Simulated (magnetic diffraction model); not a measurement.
## Solving a magnetic structure from powder neutron data: LaCeGe2Pt

Space group P4/nmm (no. 129, origin choice 1), a = 4.7620 Å, c = 10.3490 Å.

```csv
site,atom,x,y,z
2a,Pt,0,0,0
2c,Ce,1/2,0,0.3826
2c,La,1/2,0,0.7425
2c,Ge,1/2,0,0.1332
2b,Ge,0,0,1/2
```

This is a made-up structure (elements placed in a structure type, unrelaxed), so the numbers test the method and describe no known phase.

Only Ce is taken to order (form factors of Ce3+); orders and moment sizes are assumed, and not adapted to the symmetry. Radiation: neutrons of λ = 1.909 Å, 3° to 70°; isotropic B of 0.47 Å² (Pt), 0.39 Å² (Ce), 0.54 Å² (La) and 0.6 Å² (Ge). Simulated constant-wavelength pattern: nuclear and magnetic terms add, the magnetic one as |2.695 fm × Σ f S⊥ exp(2πi Q·r) exp(−B s²)|², summed over all Q at one angle with the factor 1/(sin²θ cos θ). For a modulated order the moment at position r is S exp(−2πi k·r) + c.c., with S = m/2 for a sine wave of amplitude m and S = m(u + iv)/2 for moments turning in a plane, u and v being orthogonal unit vectors in it; the phase factor of the sum at Q = H + k is then exp(2πi H·r). Free-ion form factors, Sears's scattering lengths of 1992, no absorption; a label names one of the reflections at its angle. The strongest nuclear line in the range is 100, and lines under 0.2 are left out.

Above the ordering temperature:

```
2θ (°)    index      I
 10.58  (0 0 1)    4.0
 21.26  (0 0 2)   10.0
 25.49  (1 0 1)    0.4
 31.61  (1 0 2)    3.6
 32.93  (1 1 0)    1.2
 39.53  (1 1 2)  100.0
 39.96  (1 0 3)   40.1
 43.30  (0 0 4)    5.2
 46.67  (1 1 3)    1.7
 47.27  (2 0 0)   79.1
 48.58  (2 0 1)    0.8
 49.65  (1 0 4)    1.6
 52.37  (2 0 2)    7.3
 55.45  (1 1 4)   39.6
 57.98  (2 1 2)    2.4
 60.38  (1 0 5)   21.1
 63.57  (2 1 3)   35.6
 65.55  (1 1 5)    0.7
 66.02  (2 0 4)   10.1
 67.20  (0 0 6)    1.7
 69.07  (2 2 0)   42.0
```

Below it (cell unchanged):

```csv
2θ (°),I
10.58,4.0
12.47,3.4
16.46,1.2
19.61,1.2
21.26,10.0
22.27,2.5
24.07,1.1
25.49,0.4
26.36,1.2
29.88,0.3
30.50,0.7
31.61,3.6
31.78,0.4
32.83,0.7
32.93,1.2
35.84,1.2
36.30,0.3
39.53,100.0
39.67,0.4
39.96,40.1
40.54,0.4
43.30,5.2
43.48,0.6
44.05,0.7
45.90,0.3
46.62,0.5
46.67,1.7
46.88,0.2
47.27,79.1
48.20,0.3
48.58,0.8
49.08,0.2
49.65,1.6
50.14,0.7
50.38,0.2
50.68,0.4
```
(The table stops after 36 lines; 18 more lie at higher angle.)

**Question.** Check that the new lines index with k = (0 0.286 0), then choose among these models:
A. moments turning in the plane of [010] and [001], 1.9 μB on Ce; signs + at (1/2, 0, 0.3826), − at (0, 1/2, 0.6174)
B. moments turning in the plane of [001] and [100], 1.9 μB on Ce; signs + at (1/2, 0, 0.3826), − at (0, 1/2, 0.6174)
C. a sine wave with moments along [100] (amplitudes given), 1.9 μB on Ce; signs + at (1/2, 0, 0.3826), − at (0, 1/2, 0.6174)
D. moments turning in the plane of [010] and [100], 1.9 μB on Ce; signs + at (1/2, 0, 0.3826), − at (0, 1/2, 0.6174)

The new lines index as (0 0.286 1) at 12.47°, (0 0.714 0) at 16.46°, (0 0.714 1) at 19.61° and (0 0.286 2) at 22.27°, that is as H ± k with k = (0 0.286 0), one of 2 inequivalent arms of its star (k and −k counted as one), which a powder can't tell apart. Satellites come in pairs about each point of the reciprocal lattice.

Magnetic intensity, observed (below minus above) and for each model:

| 2θ (°) | index | observed | A | B | C | D |
| --- | --- | --- | --- | --- | --- | --- |
| 12.47 | (0 0.286 1) | 3.4 | 2.0 | 2.5 | 2.0 | 3.4 |
| 16.46 | (0 0.714 0) | 1.2 | 1.2 | 2.5 | 1.2 | 1.2 |
| 22.27 | (0 0.286 2) | 2.5 | 1.3 | 1.4 | 1.3 | 2.5 |
| 24.07 | (1 0.286 0) | 1.1 | 2.1 | 1.2 | <0.2 | 1.1 |
| 26.36 | (1 0.286 1) | 1.2 | 1.8 | 1.1 | 0.2 | 1.2 |
| 30.50 | (1 0.714 1) | 0.7 | 0.9 | 0.8 | 0.2 | 0.7 |
| 35.84 | (1 0.714 2) | 1.2 | 1.3 | 1.1 | 0.5 | 1.2 |
| 52.85 | (2 0.286 2) | 0.4 | 0.7 | 0.4 | <0.2 | 0.4 |

Model D matches.

The structure used: k = (0 0.286 0), moments turning in the plane of [010] and [100], 1.9 μB on Ce; signs + at (1/2, 0, 0.3826), − at (0, 1/2, 0.6174).

[Logs are printed without paths, hosts, clocks, repeated set-up lines and the standing remarks that a program may print on its own settings, such as how far it seeks lower states.]
